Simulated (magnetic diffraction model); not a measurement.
# Magnetic neutron pattern of Dy3Al4Ga4Ir2Rh

Space group Immm (no. 71), a = 4.3680 Å, b = 9.7520 Å, c = 12.3350 Å.

| site | atom | x | y | z |
| --- | --- | --- | --- | --- |
| 4g | Ir | 0 | 0.2172 | 0 |
| 4i | Dy | 1/2 | 1/2 | 0.3317 |
| 2c | Dy | 1/2 | 1/2 | 0 |
| 2b | Rh | 1/2 | 0 | 0 |
| 8l | Ga | 0 | 0.6302 | 0.8334 |
| 8l | Al | 1/2 | 0.2127 | 0.1223 |

This is a made-up structure (elements placed in a structure type, unrelaxed), so the numbers test the method and describe no known phase.

Only Dy is taken to order (form factors of Dy3+); orders and moment sizes are assumed, and not adapted to the symmetry. Radiation: neutrons of λ = 1.8 Å (absorption by Dy and Ir left out), 8° to 45°; isotropic B of 0.12 Å² (Ir), 0.15 Å² (Dy), 0.12 Å² (Rh), 0.2 Å² (Ga) and 0.17 Å² (Al). The intensities are simulated: I ∝ L Σ (|F_N|² + |F_M⊥|²) for unpolarised neutrons, with F_M = 2.695 fm/μB × Σ f(s) S exp(2πi Q·r) exp(−B s²) at Q = H ± k (one set where k and −k are equivalent), only the part normal to Q counting and L = 1/(sin²θ cos θ). For collinear order S is the moment m, which repeats by lattice and centring translations R with the sign exp(−2πi k·R). Form factors are spin-only for 3d ions and dipole or tabulated for f ions, scattering lengths are Sears's of 1992, and absorption is left out. A label names one of the reflections at its angle. The strongest nuclear line in the range is 100, and lines under 0.2 are left out.

Assume the order k = (0 0 0), collinear moments along [101], 9.6 μB on Dy; signs + at (1/2, 1/2, 0.3317), − at (1/2, 1/2, 0.6683), − at (1/2, 1/2, 0).

Q: Where does magnetic intensity appear, and how strong is it?

```tsv
2θ (°)	index	nuclear	magnetic
13.51	(0 1 1)	0.3	107.9
16.78	(0 0 2)	3.2	5.7
21.27	(0 2 0)	6.8	7.9
25.25	(1 0 1)	7.2	35.2
26.10	(1 1 0)	11.8	9.2
27.22	(0 2 2)	3.0	23.8
27.48	(0 1 3)	8.1	2.2
31.19	(1 1 2)	1.5	35.9
33.25	(1 2 1)	6.9	42.0
33.27	(0 3 1)	0.0	22.3
33.94	(0 0 4)	0.0	1.3
34.99	(1 0 3)	30.5	2.5
40.38	(1 3 0)	31.4	3.6
40.40	(0 2 4)	0.0	5.6
41.31	(1 2 3)	100.0	4.4
41.34	(0 3 3)	39.9	2.3
43.31	(1 1 4)	2.2	10.7
43.33	(0 4 0)	8.6	1.6
44.01	(1 3 2)	11.6	19.8
44.21	(0 1 5)	0.0	1.9
```

The strongest magnetic line in the range is (0 1 1) at 13.51° (107.9). On top of the Lorentz factor, which all lines share, magnetic lines fade with angle because f falls: for Dy3+ it is 0.96, 0.84, 0.69 and 0.41 at sin θ/λ = 0.1, 0.2, 0.3 and 0.5 Å⁻¹, while nuclear lengths stay constant. The net moment is 9.60 μB a primitive cell.

[Logs are printed without paths, hosts, clocks, repeated set-up lines and the standing remarks that a program may print on its own settings, such as how far it seeks lower states.]
